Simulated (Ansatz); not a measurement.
## A hypothetical structure for Sc3BRu

Starting from a made-up structure for Sc3BRu, the aim is the relaxed cell, its shortest contacts and, where a second run follows, its electronic structure.

Calculated with Ansatz 0.2.0; DFT, PBE, plane-wave PAW, files of the set soft_1, scalar-relativistic, no spin, cell and ions relaxed at zero pressure; PAW set soft_1.

### Step 1. Set-up

The structure is cubic, space group Pm-3m (No. 221). The conventional cell has a = 4.417 Å, b = 4.417 Å, c = 4.417 Å, α = 90.00°, β = 90.00°, γ = 90.00°. Nearest to Ru lie 12 Sc at 3.12 Å. Nearest to Sc lie 2 B at 2.21 Å and 8 Sc at 3.12 Å and 4 Ru at 3.12 Å. Nearest to B lie 6 Sc at 2.21 Å. Farther neighbours are not listed.

### Step 2. Relaxation of the guess

The guessed cell has no reason to be at equilibrium. It is relaxed with the atoms, within the space group of the guess.

Contents of input.yaml:

```yaml
crystal:
  lattice:
    - [4.417, 0.0, 0.0]
    - [0.0, 4.417, 0.0]
    - [0.0, 0.0, 4.417]
  atoms:
    - { symbol: Ru, position: [0.0, 0.0, 0.0] }
    - { symbol: Sc, position: [0.5, 0.5, 0.0] }
    - { symbol: Sc, position: [0.5, 0.0, 0.5] }
    - { symbol: Sc, position: [0.0, 0.5, 0.5] }
    - { symbol: B, position: [0.5, 0.5, 0.5] }
kpoints:
  mp_grid: { grid: [6, 6, 6] }
scf:
  occupations: { method: fermi_dirac, width: 0.05 }
hamiltonian:
  xc: pbe
  pseudopotentials: { kind: paw, azcp: { folder: soft_1 } }
relax:
  f_tol: 0.015
  max_steps: 70
  cell: {}
output:
  forces: true
  stress: true
```

Run with:

```console
> ansatz run input.yaml --threads 4 --pin off --max-ram 8192MiB --backend cpu --events-out ev --progress --plain --runs-dir out
```

Numbers of over 12 decimals in the logs are rounded to 6 here.

The program printed:

```text
Engine: ansatz 0.2.0, aarch64-unknown-linux-gnu
Pseudopotentials: kind: paw
Pseudopotential: Ru, paw, valence charge 16, recommended cutoff 420 eV (normal), soft_1/Ru.paw.azcp
Pseudopotential: Sc, paw, valence charge 11, recommended cutoff 420 eV (normal), soft_1/Sc.paw.azcp
Pseudopotential: B, paw, valence charge 3, recommended cutoff 420 eV (normal), soft_1/B.paw.azcp
Functional definition: PBE
  parameter kappa = 0.804
  parameter beta = 0.066725
  exchange = pbe_x(kappa = kappa, mu = beta*pi^2/3)
  correlation = pbe_c(beta = beta)
Crystal: 5 atoms, lattice volume = 86.175 Å³
Basis set: ecut = 420 eV, 1743 PW (Γ), exchange–correlation on 60×60×60 points (8 copies of the dense FFT grid, shifted against one another)
Bands: 32, of which v1, the nominal top of the filled ones, is band 26 counted from 1 (25 counted from 0)
Symmetry: 48 space group operations
Space group: Pm-3m (ITA 221), of the structure as read, at distance tolerance 4.4e-5 Å
k-points: 20 of 216
Non-local potential: Ru, projectors of the file, l = 0: 3, l = 1: 2, l = 2: 2, l = 3: 1
Non-local potential: Sc, projectors of the file, l = 0: 3, l = 1: 2, l = 2: 3, l = 3: 1
Non-local potential: B, projectors of the file, l = 0: 2, l = 1: 2, l = 2: 1
PAW form: soft (Blöchl's): semilocal exchange-correlation on the pseudo side does not see the compensation charge
PAW one-centre angular grid: Ru, 590 points (default); XC on 64 Gauss nodes
PAW one-centre angular grid: Sc, 590 points (default); XC on 64 Gauss nodes
PAW one-centre angular grid: B, 110 points (default); XC on 64 Gauss nodes
Initial density: superposition of atomic densities (chi_scale 0.1, normalization cell, long waves kept (reshape's long-wave potential 0.00 eV rms))
Initial wavefunctions: pseudopotential atomic-orbital guess
Functional: x = pbe(κ = 0.804, μ = 0.219515), c = pbe(β = 0.066725)
SCF iter   1: F=—  HF=-12464.602537 eV  |F-HF|=—  |Δ(HF+E_count)|=         —  Δρ=3.09e-1  dr2=2.30e2  ethr=3.10e-3  ⟨swp⟩=4.8  Hψ=2178  notcnv=0
preconditioner: auto → Kerker (q_TF=auto, 2.508 Å⁻¹)  [metal: Δε(μ)=0.028 eV  Ē_g=4.464 eV  σ=0.050 eV  W_gap=0.14  n_scr=26 (ndim 8)  ℏωp=17.9 eV  f_vac=0.000  D(μ)=6.04/eV (n_scr^D=80)]
SCF iter   2: F=—  HF=-12444.757190 eV  |F-HF|=—  |Δ(HF+E_count)|=    1.98e1  Δρ=1.33e-1  dr2=2.52e1  ethr=3.10e-3  ⟨swp⟩=3.9  Hψ=1929  notcnv=0
SCF iter   3: F=—  HF=-12442.175360 eV  |F-HF|=—  |Δ(HF+E_count)|=    2.58e0  Δρ=3.83e-2  dr2=2.84e0  ethr=3.10e-3  ⟨swp⟩=3.0  Hψ=1427  notcnv=0  defer=3
SCF iter   4: F=—  HF=-12441.714328 eV  |F-HF|=—  |Δ(HF+E_count)|=   4.61e-1  Δρ=1.41e-2  dr2=2.76e-1  ethr=3.10e-3  ⟨swp⟩=2.2  Hψ=1070  notcnv=0  defer=1
SCF iter   5: F=—  HF=-12441.678126 eV  |F-HF|=—  |Δ(HF+E_count)|=   3.62e-2  Δρ=5.42e-3  dr2=3.74e-2  ethr=5.31e-4  ⟨swp⟩=2.1  Hψ=907  notcnv=0
SCF iter   6: F=—  HF=-12441.669787 eV  |F-HF|=—  |Δ(HF+E_count)|=   8.34e-3  Δρ=1.02e-3  dr2=9.90e-4  ethr=7.19e-5  ⟨swp⟩=2.0  Hψ=927  notcnv=0
SCF iter   7: F=—  HF=-12441.669699 eV  |F-HF|=—  |Δ(HF+E_count)|=   8.83e-5  Δρ=5.86e-4  dr2=5.54e-4  ethr=1.90e-6  ⟨swp⟩=2.0  Hψ=855  notcnv=0
SCF iter   8: F=—  HF=-12441.669632 eV  |F-HF|=—  |Δ(HF+E_count)|=   6.73e-5  Δρ=1.18e-4  dr2=1.52e-5  ethr=1.07e-6  ⟨swp⟩=1.9  Hψ=747  notcnv=0
SCF iter   9: F=—  HF=-12441.669637 eV  |F-HF|=—  |Δ(HF+E_count)|=   4.92e-6  Δρ=2.76e-5  dr2=8.75e-7  ethr=2.92e-8  ⟨swp⟩=2.0  Hψ=811  notcnv=0
SCF iter  10: F=—  HF=-12441.669636 eV  |F-HF|=—  |Δ(HF+E_count)|=   1.68e-7  Δρ=7.99e-6  dr2=1.39e-7  ethr=1.92e-10  ⟨swp⟩=4.3  Hψ=2311  notcnv=0
SCF iter  11: F=-12441.669636 eV  HF=-12441.669636 eV  |F-HF|=3.95e-9  |Δ(HF+E_count)|=   8.32e-9  Δρ=2.02e-6  dr2=5.37e-9  ethr=1.92e-10  ⟨swp⟩=3.9  Hψ=1523  notcnv=0
SCF 1 converged in 11 iterations: F = -12441.669636 eV  dr2 = 5.37e-9
  greatest PAW one-centre occupation: 1.000 electrons in one spin orbital (limit 2), on the Ru atom at site 0 (counted from 0), in its partial waves of l = 0
relax step   1: F+E_penalty+E_count = -12441.66963634 eV  Δ(F+E_penalty+E_count) = +0.000e0 eV  max|allowed force component| = 3.269e-29 eV/Å  Δτ_max = 0.0000 Å  P = +7.908 GPa  Ω = 86.175 Å³  (11 SCF iters, dr2 threshold 1.00e-7 eV, accepted)
Crystal: 5 atoms, lattice volume = 94.802 Å³
Basis set: ecut = 420 eV, 1863 PW (Γ), exchange–correlation on 60×60×60 points (8 copies of the dense FFT grid, shifted against one another)
Initial density: handed on by an earlier stage of this run
Initial wavefunctions: those handed on with the density
SCF iter   1: F=—  HF=-12442.208294 eV  |F-HF|=—  |Δ(HF+E_count)|=         —  Δρ=4.12e-2  dr2=4.56e0  ethr=3.10e-3  ⟨swp⟩=8.1  Hψ=2500  notcnv=0
preconditioner: auto → Kerker (q_TF=auto, 2.468 Å⁻¹)  [metal: Δε(μ)=0.028 eV  Ē_g=3.214 eV  σ=0.050 eV  W_gap=0.14  n_scr=26 (ndim 8)  ℏωp=17.1 eV  f_vac=0.000  D(μ)=7.23/eV (n_scr^D=80)]
SCF iter   2: F=—  HF=-12441.884118 eV  |F-HF|=—  |Δ(HF+E_count)|=   3.24e-1  Δρ=1.40e-2  dr2=6.68e-1  ethr=3.10e-3  ⟨swp⟩=1.6  Hψ=835  notcnv=0
SCF iter   3: F=—  HF=-12441.820891 eV  |F-HF|=—  |Δ(HF+E_count)|=   6.32e-2  Δρ=2.66e-3  dr2=1.15e-2  ethr=1.29e-3  ⟨swp⟩=2.0  Hψ=720  notcnv=0
SCF iter   4: F=—  HF=-12441.818659 eV  |F-HF|=—  |Δ(HF+E_count)|=   2.23e-3  Δρ=9.56e-4  dr2=2.48e-3  ethr=2.21e-5  ⟨swp⟩=2.5  Hψ=1145  notcnv=0
SCF iter   5: F=—  HF=-12441.818500 eV  |F-HF|=—  |Δ(HF+E_count)|=   1.59e-4  Δρ=3.33e-4  dr2=1.80e-4  ethr=4.77e-6  ⟨swp⟩=1.9  Hψ=703  notcnv=0
SCF iter   6: F=—  HF=-12441.818766 eV  |F-HF|=—  |Δ(HF+E_count)|=   2.66e-4  Δρ=7.11e-5  dr2=8.78e-6  ethr=3.47e-7  ⟨swp⟩=1.3  Hψ=650  notcnv=0
SCF iter   7: F=-12441.818765 eV  HF=-12441.818765 eV  |F-HF|=7.63e-9  |Δ(HF+E_count)|=   8.22e-7  Δρ=9.64e-6  dr2=9.96e-8  ethr=9.62e-10  ⟨swp⟩=3.0  Hψ=2145  notcnv=0
SCF 2 converged in 7 iterations: F = -12441.818765 eV  dr2 = 9.96e-8
relax step   2: F+E_penalty+E_count = -12441.81876519 eV  Δ(F+E_penalty+E_count) = -1.491e-1 eV  max|allowed force component| = 5.732e-30 eV/Å  Δτ_max = 0.0000 Å  P = -1.605 GPa  Ω = 94.802 Å³  energy of the carried Pulay correction = -1.811e-3 eV  (7 SCF iters, dr2 threshold 5.00e-7 eV, accepted)
Crystal: 5 atoms, lattice volume = 93.227 Å³
Basis set: ecut = 420 eV, 1839 PW (Γ), exchange–correlation on 60×60×60 points (8 copies of the dense FFT grid, shifted against one another)
iter 1 solved again at ethr=3.23e-4 eV; its pass at ethr=3.10e-3 eV (dr2=1.68e-1 eV) is discarded
SCF iter   1: F=—  HF=-12441.839105 eV  |F-HF|=—  |Δ(HF+E_count)|=         —  Δρ=8.03e-3  dr2=1.66e-1  ethr=3.23e-4  ⟨swp⟩=1.1  Hψ=3228  notcnv=0
preconditioner: auto → Kerker (q_TF=auto, 2.475 Å⁻¹)  [metal: Δε(μ)=0.026 eV  Ē_g=3.146 eV  σ=0.050 eV  W_gap=0.13  n_scr=26 (ndim 8)  ℏωp=17.2 eV  f_vac=0.000  D(μ)=6.80/eV (n_scr^D=80)]
SCF iter   2: F=—  HF=-12441.830259 eV  |F-HF|=—  |Δ(HF+E_count)|=   8.85e-3  Δρ=3.39e-3  dr2=3.37e-2  ethr=3.19e-4  ⟨swp⟩=1.0  Hψ=640  notcnv=0
SCF iter   3: F=—  HF=-12441.827706 eV  |F-HF|=—  |Δ(HF+E_count)|=   2.55e-3  Δρ=4.33e-4  dr2=6.41e-4  ethr=6.48e-5  ⟨swp⟩=1.6  Hψ=664  notcnv=0
SCF iter   4: F=—  HF=-12441.827650 eV  |F-HF|=—  |Δ(HF+E_count)|=   5.66e-5  Δρ=9.86e-5  dr2=1.10e-5  ethr=1.23e-6  ⟨swp⟩=1.9  Hψ=762  notcnv=0
SCF iter   5: F=—  HF=-12441.827878 eV  |F-HF|=—  |Δ(HF+E_count)|=   2.28e-4  Δρ=2.81e-5  dr2=8.85e-7  ethr=2.12e-8  ⟨swp⟩=2.0  Hψ=845  notcnv=0
SCF iter   6: F=-12441.827877 eV  HF=-12441.827877 eV  |F-HF|=1.26e-8  |Δ(HF+E_count)|=   7.57e-8  Δρ=6.23e-6  dr2=4.73e-8  ethr=9.62e-10  ⟨swp⟩=4.0  Hψ=1939  notcnv=0
SCF 3 converged in 6 iterations: F = -12441.827877 eV  dr2 = 4.73e-8
relax step   3: F+E_penalty+E_count = -12441.82787748 eV  Δ(F+E_penalty+E_count) = -9.112e-3 eV  max|allowed force component| = 3.450e-29 eV/Å  Δτ_max = 0.0000 Å  P = -0.166 GPa  Ω = 93.227 Å³  energy of the carried Pulay correction = -1.494e-3 eV  (6 SCF iters, dr2 threshold 5.00e-7 eV, accepted)
Crystal: 5 atoms, lattice volume = 93.050 Å³
iter 1 solved again at ethr=4.02e-6 eV; its pass at ethr=3.10e-3 eV (dr2=2.09e-3 eV) is discarded
SCF iter   1: F=—  HF=-12441.827937 eV  |F-HF|=—  |Δ(HF+E_count)|=         —  Δρ=9.00e-4  dr2=2.08e-3  ethr=4.02e-6  ⟨swp⟩=1.0  Hψ=2586  notcnv=0
preconditioner: auto → Kerker (q_TF=auto, 2.476 Å⁻¹)  [metal: Δε(μ)=0.032 eV  Ē_g=3.159 eV  σ=0.050 eV  W_gap=0.16  n_scr=26 (ndim 8)  ℏωp=17.2 eV  f_vac=0.000  D(μ)=6.67/eV (n_scr^D=80)]
SCF iter   2: F=—  HF=-12441.827821 eV  |F-HF|=—  |Δ(HF+E_count)|=   1.16e-4  Δρ=3.74e-4  dr2=4.17e-4  ethr=4.01e-6  ⟨swp⟩=1.0  Hψ=640  notcnv=0
SCF iter   3: F=—  HF=-12441.827788 eV  |F-HF|=—  |Δ(HF+E_count)|=   3.27e-5  Δρ=4.23e-5  dr2=5.20e-6  ethr=8.03e-7  ⟨swp⟩=1.7  Hψ=670  notcnv=0
SCF iter   4: F=—  HF=-12441.828003 eV  |F-HF|=—  |Δ(HF+E_count)|=   2.15e-4  Δρ=1.06e-5  dr2=1.25e-7  ethr=1.00e-8  ⟨swp⟩=2.1  Hψ=832  notcnv=0
iter 5 did not close the SCF: its close was put off for the readings that it lacked (scf_convergence_deferred on its scf_iter line)
SCF iter   5: F=-12441.828003 eV  HF=-12441.828003 eV  |F-HF|=5.17e-9  |Δ(HF+E_count)|=   8.85e-9  Δρ=2.76e-6  dr2=1.01e-8  ethr=2.40e-10  ⟨swp⟩=2.0  Hψ=838  notcnv=0
SCF iter   6: F=-12441.828003 eV  HF=-12441.828003 eV  |F-HF|=4.55e-11  |Δ(HF+E_count)|=  7.44e-10  Δρ=8.23e-7  dr2=7.28e-10  ethr=1.93e-11  ⟨swp⟩=2.0  Hψ=1753  notcnv=0
SCF 4 converged in 6 iterations: F = -12441.828003 eV  dr2 = 7.28e-10
relax step   4: F+E_penalty+E_count = -12441.82800329 eV  Δ(F+E_penalty+E_count) = -1.258e-4 eV  max|allowed force component| = 2.524e-29 eV/Å  Δτ_max = 0.0000 Å  P = +0.004 GPa  Ω = 93.050 Å³  energy of the carried Pulay correction = -1.458e-3 eV  (6 SCF iters, dr2 threshold 6.87e-8 eV, accepted)
Basis set: ecut = 420 eV, 1839 PW (Γ), exchange–correlation on 64×64×64 points (8 copies of the dense FFT grid, shifted against one another)
Initial wavefunctions: pseudopotential atomic-orbital guess (no wavefunctions were taken with the density)
iter 1 solved again at ethr=4.07e-7 eV; its pass at ethr=3.10e-3 eV (dr2=2.11e-4 eV) is discarded
SCF iter   1: F=—  HF=-12441.829418 eV  |F-HF|=—  |Δ(HF+E_count)|=         —  Δρ=2.88e-4  dr2=2.22e-6  ethr=4.07e-7  ⟨swp⟩=3.0  Hψ=3573  notcnv=0
preconditioner: auto → Kerker (q_TF=auto, 2.476 Å⁻¹)  [metal: Δε(μ)=0.030 eV  Ē_g=3.160 eV  σ=0.050 eV  W_gap=0.15  n_scr=26 (ndim 8)  ℏωp=17.2 eV  f_vac=0.000  D(μ)=6.66/eV (n_scr^D=80)]
SCF iter   2: F=—  HF=-12441.829558 eV  |F-HF|=—  |Δ(HF+E_count)|=   1.40e-4  Δρ=1.47e-4  dr2=5.95e-7  ethr=4.27e-9  ⟨swp⟩=2.1  Hψ=834  notcnv=0
SCF iter   3: F=—  HF=-12441.829642 eV  |F-HF|=—  |Δ(HF+E_count)|=   8.37e-5  Δρ=4.41e-6  dr2=6.64e-9  ethr=1.14e-9  ⟨swp⟩=2.0  Hψ=857  notcnv=0
SCF iter   4: F=—  HF=-12441.829642 eV  |F-HF|=—  |Δ(HF+E_count)|=   4.49e-8  Δρ=6.70e-7  dr2=3.57e-10  ethr=1.28e-11  ⟨swp⟩=2.0  Hψ=1041  notcnv=0
SCF iter   5: F=—  HF=-12441.829642 eV  |F-HF|=—  |Δ(HF+E_count)|=  5.09e-11  Δρ=2.43e-7  dr2=1.05e-10  ethr=1.00e-12  ⟨swp⟩=2.5  Hψ=1092  notcnv=0
SCF iter   6: F=-12441.829642 eV  HF=-12441.829642 eV  |F-HF|=0.00e0  |Δ(HF+E_count)|=  7.28e-12  Δρ=5.25e-8  dr2=3.20e-12  ethr=1.00e-12  ⟨swp⟩=3.1  Hψ=1735  notcnv=0
SCF 5 converged in 6 iterations: F = -12441.829642 eV  dr2 = 3.20e-12
relax step   5: F+E_penalty+E_count = -12441.82964182 eV  Δ(F+E_penalty+E_count) = -1.639e-3 eV  max|allowed force component| = 3.213e-29 eV/Å  Δτ_max = 0.0000 Å  P = +0.016 GPa  Ω = 93.050 Å³  stress off target by 1.61e-2 GPa  SCF on the basis re-selected at this cell (its energy is not comparable with the rows above)  (6 SCF iters)
basis re-selected at this cell: Δ(F+E_penalty+E_count) = -1.639e-3 eV, ΔP = +0.012 GPa vs the last step (what re-selecting the basis moved, of the pressure what is left beyond the Pulay correction that the steps carried, after the strain that the cell walked since its last selection, with what the two solves' SCF thresholds leave and, on support functions, any second-order correction that the steps lacked; it is no measure of the basis error at this ecutwfc). The dense FFT grid was sized anew with the basis: this SCF ran on 32×32×32 points, the steps before it on 30×30×30, so part of this shift can come from that change (see relax.cell in the input reference). [rest of the remark cut]
SCF converged after 6 iterations
Free energy (F): -12441.829642 eV
Harris-Foulkes:  -12441.829642 eV  (|F-HF|=0.00e0)
Internal energy: -12441.776258 eV  (E = F + TS)
E sigma→0 (E₀):  -12441.802950 eV
Entropy (-TS):   -0.053383 eV (-10.677 meV/atom)
Fermi energy:    10.902893 eV
--- Per-component energies (eV) ---
  E_band       = -653.723566
  E_kinetic    = 1127.927067
  E_local      = -4301.080750  (includes V_loc(G=0)·N_el)
  E_nonlocal   = 855.201589
  E_hartree    = 1520.017572
  E_xc         = -457.668643
  E_vxc        = -566.383333  (∫ρ·V_xc dr)
  E_paw        = -6553.307018  (= ΣΔE_a)
  E_vpaw       = -809.424078  (= ΣTr[D̂ρ^β])
  E_aug_tail   = 0.000810  (compensation charges beyond the density's cutoff)
  E_ewald      = -4632.866887
  E_smearing   = -0.053383  (= −TS)
  E_closure    = 0.000000  (closes the sum)
  Σ components = -12441.829642   (vs F -12441.829642, Δ=0.00e0)
--- Forces (eV/Å), atoms counted from 1 ---
  atom   1  Ru     0.00000000     0.00000000     0.00000000
  atom   2  Sc    -0.00000000    -0.00000000     0.00000000
  atom   3  Sc    -0.00000000     0.00000000    -0.00000000
  atom   4  Sc    -0.00000000     0.00000000    -0.00000000
  atom   5  B     -0.00000000    -0.00000000    -0.00000000
  max |Σ_I F_I| component: 4.79e-29 eV/Å
--- Stress (GPa, compression-positive) ---
        0.016149      -0.000000       0.000000
       -0.000000       0.016149      -0.000000
        0.000000      -0.000000       0.016149
  P = ⅓ Tr σ = 0.0161 GPa (0.161 kbar)
--- Relaxed structure (4 steps of the walk, 4 accepted, 1 SCFs on fresh bases) ---
  F+E_penalty+E_count = -12441.82964182 eV   max|allowed force component| = 3.213e-29 eV/Å   (the final SCF, on the basis selected at the relaxed cell)
  cell:  # Å, volume = 93.0496 Å³
    - [4.531460, 0, 0]
    - [0, 4.531460, 0]
    - [0, 0, 4.531460]
  atoms:
    - { symbol: Ru, position: [0, 0, 0] }
    - { symbol: Sc, position: [0.500000, 0.500000, 0] }
    - { symbol: Sc, position: [0.500000, 0, 0.500000] }
    - { symbol: Sc, position: [0, 0.500000, 0.500000] }
    - { symbol: B, position: [0.500000, 0.500000, 0.500000] }
```

It took 3.7 s on 4 threads of Arm Neoverse V2, shared host; peak memory 0.36 GiB; 13 s of CPU time.

The steps of the relaxation:

```csv
step,energy less that of the first step (eV),largest force component (eV/Å),pressure (GPa),volume (Å³)
1,0.0000,0.0000,7.91,86.18
2,-0.1491,0.0000,-1.61,94.80
3,-0.1582,0.0000,-0.17,93.23
4,-0.1584,0.0000,0.00,93.05
5*,-0.1600,0.0000,0.02,93.05
```

Relaxation steps marked * repeat the geometry before them on a plane-wave basis chosen anew for their cell, so energy and pressure can jump there.

Forces are held to the 48 operations that the run works with; a distortion that breaks them can't arise in this run.

```csv
"conventional cell, symmetrised",before,after,change
a (Å),4.417,4.531,+2.6 %
b (Å),4.417,4.531,+2.6 %
c (Å),4.417,4.531,+2.6 %
volume (Å³/atom),17.24,18.61,+8.0 %
```

The relaxed structure:

```xyz
5
Lattice="4.5315 0.0000 0.0000 0.0000 4.5315 0.0000 0.0000 0.0000 4.5315" Properties=species:S:1:pos:R:3 pbc="T T T"
Ru    0.0000    0.0000    0.0000
Sc    2.2657    2.2657    0.0000
Sc    2.2657    0.0000    2.2657
Sc    0.0000    2.2657    2.2657
B     2.2657    2.2657    2.2657
```

Numbers from this step:

- free energy: -12441.8296 eV
- energy at zero smearing: -12441.8030 eV
- smearing term TS: 0.05338 eV
- Fermi energy: 10.90 eV
- electrons: 52
- symmetry operations: 48
- pressure: 0.01615 GPa

The shortest distance of each pair, which need not be the same contact before and after:

| pair | guess (Å) | relaxed (Å) |
| --- | --- | --- |
| B–Sc | 2.208 | 2.266 |
| Ru–Sc | 3.123 | 3.204 |
| Sc–Sc | 3.123 | 3.204 |
| B–Ru | 3.825 | 3.924 |
| Ru–Ru | 4.417 | 4.531 |

The relaxation ends with a pressure of 0.02 GPa.

### Step 3. Outcome

```
space group, relaxed : Pm-3m
conventional cell    : a = 4.531, b = 4.531, c = 4.531 Å; α = 90.0°, β = 90.0°, γ = 90.0°
volume per atom      : 18.61 Å³ (guess 17.24)
```

What this shows: Sc3BRu relaxes to Pm-3m with a = 4.531, b = 4.531 and c = 4.531 Å. The guessed volume was 7 % too small. The space group Pm-3m was held in the relaxation, so the end point is a stationary structure within it and may be a saddle against distortions or other arrangements. Mesh and cutoff weren't tested. No dispersion term is used, so weakly bound directions may come out too long. The runs have no spin, and magnetism wasn't tested. Nothing here tests whether the compound is stable against decomposition.

[Logs are printed without paths, hosts, clocks, repeated set-up lines and the standing remarks that a program may print on its own settings, such as how far it seeks lower states.]

[Hosts, paths, dates, database ids (printed as entryN), source tags and the programs' standing remarks are cut or masked in the printed files.]
